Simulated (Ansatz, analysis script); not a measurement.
# Free-standing square Ti monolayer, spacing 2.603 Å: how near to magnetism

Wanted: E(M), the field that holds each moment, and the spin susceptibility of a free-standing square Ti monolayer, spacing 2.603 Å.

Program: Ansatz 0.2.0. Level of theory: PBEsol, PAW set soft_1 (files made for PBE). Results are calculated unless marked as measured.

This is a report of a sequence of runs, with most program output left out.

### Step 1. The starting structure

The cell holds 1 atom: 1 Ti. Cell: a = 2.603 Å, b = 2.603 Å, c = 14.000 Å, α = 90.0°, β = 90.0°, γ = 90.0°. An idealised lattice of chosen spacing, in vacuum. Vacuum lies along c.

### Step 2. Two spin channels first

The work starts on two spin channels, which tell the size of the moments.

File input.yaml:

```yaml
crystal:
  lattice:
    - [2.603, 0.0, 0.0]
    - [0.0, 2.603, 0.0]
    - [0.0, 0.0, 14.0]
  atoms:
    - { symbol: Ti, position: [0.0, 0.0, 0.5], spin: 1.0 }
magnetization:
  spin_polarized: true
kpoints:
  mp_grid: { grid: [9, 9, 1] }
hamiltonian:
  xc: pbesol
  pseudopotentials: { kind: paw, azcp: { folder: soft_1 }, xc_functional: pbe }
scf:
  occupations: { method: fermi_dirac, width: 0.05 }
  max_iter: 120
  convergence: { dr2_threshold: 1.0e-08 }
  lower_state_search: "off"
output:
  write_density: true
  write_potential: true
  elf: true
  volumetric_format: npy
```

Command:

```console
$ ansatz run input.yaml --threads 2 --pin off --max-ram 5120MiB --backend cpu --events-out ev --progress --plain --runs-dir out
```

It took 2 s on 2 threads of Arm Neoverse V2, shared host; peak memory 0.34 GiB.

Spin moment in the atom's sphere by atom:

```csv
atom,spin moment in the atom's sphere (μB)
Ti1,0.409
```

The run ends ferromagnetic, with a net moment of 0.799 μB a cell. With one Ti atom carrying the moment, parallel order of its images is forced by the cell, not found.

Spin density in the ca plane at fractional y = 0.000, with atoms of Ti within 0.2 Å of it.

Ten even steps from '0' (0.00 e/Å³) to '9' (0.34 e/Å³), each cell a mean:
```
0000000000000000013775200000000000000000
0000000000000000012323100000000000000000
0000000000000000001001100000000000000000
0000000000000000000000000000000000000000
0000000000000000000000000000000000000000
0000000000000000011111100000000000000000
0000000000000000013554100000000000000000
0000000000000000013896100000000000000000
```
Columns run along c (14.0 Å), rows up along a (2.6 Å). Atoms in or near the plane, at fractional coordinates: Ti at (0.50, 0.00).

Valence density in the ca plane at fractional y = 0.000, with atoms of Ti within 0.2 Å of it. It is the smooth field of the valence electrons, not physical close to the nuclei.

Ten steps, logarithmic in the rise over the least value, from '0' (0 e/Å³) to '9' (11 e/Å³), each cell a mean:
```
0000000000000000026998510000000000000000
0000000000000000024776310000000000000000
0000000000000000012443210000000000000000
0000000000000000012222110000000000000000
0000000000000000012332210000000000000000
0000000000000000013565210000000000000000
0000000000000000026887410000000000000000
0000000000000000037998510000000000000000
```
Columns run along c (14.0 Å), rows up along a (2.6 Å). Atoms in or near the plane, at fractional coordinates: Ti at (0.50, 0.00).

ELF in the ca plane at fractional y = 0.000, with atoms of Ti within 0.2 Å of it. It is the smooth field of the valence electrons, not physical close to the nuclei.

Ten even steps from '0' (0.00) to '9' (0.73), each cell a mean:
```
0000000000000010018999500010000000000000
0000000000000111115887301111000000000000
0000000000001234322343233321000000000000
0000000000001245654323456532100000000000
0000000000001234433222345431000000000000
0000000000001122213675212221000000000000
0000000000000111017999400110000000000000
0000000000000000028989600000000000000000
```
Columns run along c (14.0 Å), rows up along a (2.6 Å). Atoms in or near the plane, at fractional coordinates: Ti at (0.50, 0.00).

### Step 3. Mesh refined

Levels at the Fermi energy are partly filled, so moments and energy differences can hang on the k-mesh, and the state is solved again on a denser one.

input.yaml, the sections that differ from step 2:

```yaml
crystal:
  lattice:
    - [2.603, 0.0, 0.0]
    - [0.0, 2.603, 0.0]
    - [0.0, 0.0, 14.0]
  atoms:
    - { symbol: Ti, position: [0.0, 0.0, 0.5], spin: 0.41 }
kpoints:
  mp_grid: { grid: [21, 21, 1] }
basis:
  ecutwfc: 420.0
checkpoint:
  read: start
  write: ck
  compress: false
  write_wavefunctions: false
  write_every: 100000
# magnetization, hamiltonian, scf: as in step 2
# output: removed
```

Run time: 3.3 s. Hardware: 2 threads; peak memory 0.42 GiB; 6.2 s of CPU time.

Spin moment in the atom's sphere by atom:

```csv
atom,spin moment in the atom's sphere (μB)
Ti1,0.557
```

The run ends ferromagnetic, with a net moment of 1.02 μB a cell, against 0.799 μB on the first mesh.

### Step 4. Without spin

The state without spin is the zero of E(M).

input.yaml, the sections that differ from step 3:

```yaml
crystal:
  lattice:
    - [2.603, 0.0, 0.0]
    - [0.0, 2.603, 0.0]
    - [0.0, 0.0, 14.0]
  atoms:
    - { symbol: Ti, position: [0.0, 0.0, 0.5] }
scf:
  occupations: { method: fermi_dirac, width: 0.05 }
  max_iter: 120
  convergence: { dr2_threshold: 1.0e-08 }
# kpoints, hamiltonian, basis: as in step 3
# magnetization: removed
# checkpoint: removed
```

Command:

```console
$ ansatz run input.yaml --threads 1 --pin off --max-ram 2560MiB --backend cpu --events-out ev --progress --plain --runs-dir out
```

Run time: 3 s. Hardware: 1 thread; peak memory 0.4 GiB.

The free collinear run lies 31.2 meV below it.

### Step 5. Without spin, levels printed

Edit input.yaml of step 4 so:

```diff
@@ -18 +18,3 @@
   ecutwfc: 420.0
+output:
+  eigenvalues: true
```

The job ended after 3.3 s (1 thread; peak memory 0.39 GiB).

### Step 6. Total moment fixed at 0.357 μB

Two Fermi levels, one a spin, hold the total moment exactly, which reaches states that a free run would leave.

input.yaml, the sections that differ from step 5:

```yaml
crystal:
  lattice:
    - [2.603, 0.0, 0.0]
    - [0.0, 2.603, 0.0]
    - [0.0, 0.0, 14.0]
  atoms:
    - { symbol: Ti, position: [0.0, 0.0, 0.5], spin: 0.357 }
magnetization:
  spin_polarized: true
  initial_magnetization: 0.357
  spin_locking: { lock_magnetization: hard }
scf:
  occupations: { method: fermi_dirac, width: 0.05 }
  max_iter: 120
  convergence: { dr2_threshold: 1.0e-08 }
  lower_state_search: "off"
# kpoints, hamiltonian, basis: as in step 5
# output: removed
```

Run time: 7.5 s. Hardware: 1 thread; peak memory 0.41 GiB.

The energy is -8.22 meV from the state without spin, and the largest site carries 0.164 μB.

### Step 7. Total moment fixed at 0.714 μB

input.yaml, the sections that differ from step 6:

```yaml
crystal:
  lattice:
    - [2.603, 0.0, 0.0]
    - [0.0, 2.603, 0.0]
    - [0.0, 0.0, 14.0]
  atoms:
    - { symbol: Ti, position: [0.0, 0.0, 0.5], spin: 0.714 }
magnetization:
  spin_polarized: true
  initial_magnetization: 0.714
  spin_locking: { lock_magnetization: hard }
# kpoints, hamiltonian, scf, basis: as in step 6
```

Wall time 6.5 s (1 thread); peak memory 0.41 GiB.

The energy is -24.4 meV from the state without spin, and the largest site carries 0.361 μB.

### Step 8. Total moment fixed at 1.786 μB

input.yaml, the sections that differ from step 7:

```yaml
crystal:
  lattice:
    - [2.603, 0.0, 0.0]
    - [0.0, 2.603, 0.0]
    - [0.0, 0.0, 14.0]
  atoms:
    - { symbol: Ti, position: [0.0, 0.0, 0.5], spin: 1.786 }
magnetization:
  spin_polarized: true
  initial_magnetization: 1.786
  spin_locking: { lock_magnetization: hard }
# kpoints, hamiltonian, scf, basis: as in step 7
```

Run time: 6.4 s. Hardware: 1 thread; peak memory 0.41 GiB.

The energy is 16.5 meV from the state without spin, and the largest site carries 1.09 μB.

### Step 9. Total moment fixed at 2.5 μB

input.yaml, the sections that differ from step 8:

```yaml
crystal:
  lattice:
    - [2.603, 0.0, 0.0]
    - [0.0, 2.603, 0.0]
    - [0.0, 0.0, 14.0]
  atoms:
    - { symbol: Ti, position: [0.0, 0.0, 0.5], spin: 2.5 }
magnetization:
  spin_polarized: true
  initial_magnetization: 2.5
  spin_locking: { lock_magnetization: hard }
# kpoints, hamiltonian, scf, basis: as in step 8
```

Run time: 7.4 s. Hardware: 1 thread; peak memory 0.42 GiB.

The energy is 147 meV from the state without spin, and the largest site carries 1.57 μB.

3 more runs differ from these in the same keys alone and are tabled below.

### Step 10. No field, tight threshold

A field gives a second route to the same curve. A thousand tesla shift each spin by 58 meV, and the threshold is tightened so that small induced moments are resolved.

input.yaml, the sections that differ from step 9:

```yaml
crystal:
  lattice:
    - [2.603, 0.0, 0.0]
    - [0.0, 2.603, 0.0]
    - [0.0, 0.0, 14.0]
  atoms:
    - { symbol: Ti, position: [0.0, 0.0, 0.5], spin: 0.56 }
magnetization:
  spin_polarized: true
scf:
  occupations: { method: fermi_dirac, width: 0.05 }
  max_iter: 120
  convergence: { dr2_threshold: 1.0e-10 }
  lower_state_search: "off"
# kpoints, hamiltonian, basis: as in step 9
```

It took 10 s on 1 thread; peak memory 0.41 GiB.

The net moment is 1.02 μB a cell.

### Step 11. Field of 2000 T

Edit input.yaml of step 10 so:

```diff
@@ -9,2 +9,3 @@
   spin_polarized: true
+  magnetic_field: 2000.0
 kpoints:
```

Elapsed: 9.4 s, on 1 thread; peak memory 0.41 GiB.

The net moment is 1.86 μB a cell.

The other 2 runs of this kind were made alike; their results stand in the table below.

For the integrated |m|, step 10 gave 1.02 μB; this run, with field 2000 T, gives 1.86 μB (+83 %). That is +0.000423 μB per T of field between these two points.

### Step 12. E(M) and M(B)

Energy less the state without spin against total moment:

```csv
total moment (μB/cell),energy less the state without spin (meV/cell)
0.00,0
0.36,-8.22
0.71,-24.4
1.07,-30.9
1.43,-15.3
1.79,16.5
2.14,64.7
2.50,147
```

The field that holds a moment is half the difference of the two Fermi levels over μB.

Table of field that holds the moment by total moment:

```csv
total moment (μB/cell),field that holds the moment (T)
0.357,-712
0.714,-696
1.071,169
1.429,1236
1.786,1857
2.143,3013
2.500,5661
```

Total moment against field:

```csv
field (T),total moment (μB/cell)
0,1.02
500,1.17
1000,1.32
2000,1.86
```

Three Landau terms miss the curve as a whole or at its small-moment end, and no Stoner analysis is made here.

### Step 13. Results

| Property | Result |
| --- | --- |
| state of the free run | ferromagnetic |
| net moment of the free run | 1.02 μB |
| energy of the free run from the state without spin | -31.2 meV a cell |
| lowest of the fixed moments tried | M = 1.071 μB, -30.9 meV |
| dM/dB between 0 and 500 T | 0.300 μB a cell per 1000 T |

What this shows: At this level the system is magnetic: the free run keeps 0.557 μB on the largest site. No other order was typed. Among the fixed moments, E(M) falls 30.9 meV below the state without spin and is lowest near 1.071 μB on this grid. The field acts on spins alone. The 11 fixed-moment and field runs took 87 s of wall time, added up. Energies are free energies at a smearing of 0.05 eV, and with partly filled levels differences shift, at times strongly, as the smearing goes to zero. The cell was taken as built, with atoms unrelaxed. In doubt: the program's search for lower states was switched off, so a lower magnetic state than those reached may exist.

[Logs and program files are shortened in this print: banners, set-up blocks, solver, clock and traceback lines can be left out without a mark of their own.]

[Logs are printed without paths, hosts, clocks, repeated set-up lines and the standing remarks that a program may print on its own settings, such as how far it seeks lower states.]

[Hosts, paths, dates, database ids (printed as entryN), source tags and the programs' standing remarks are cut or masked in the printed files.]
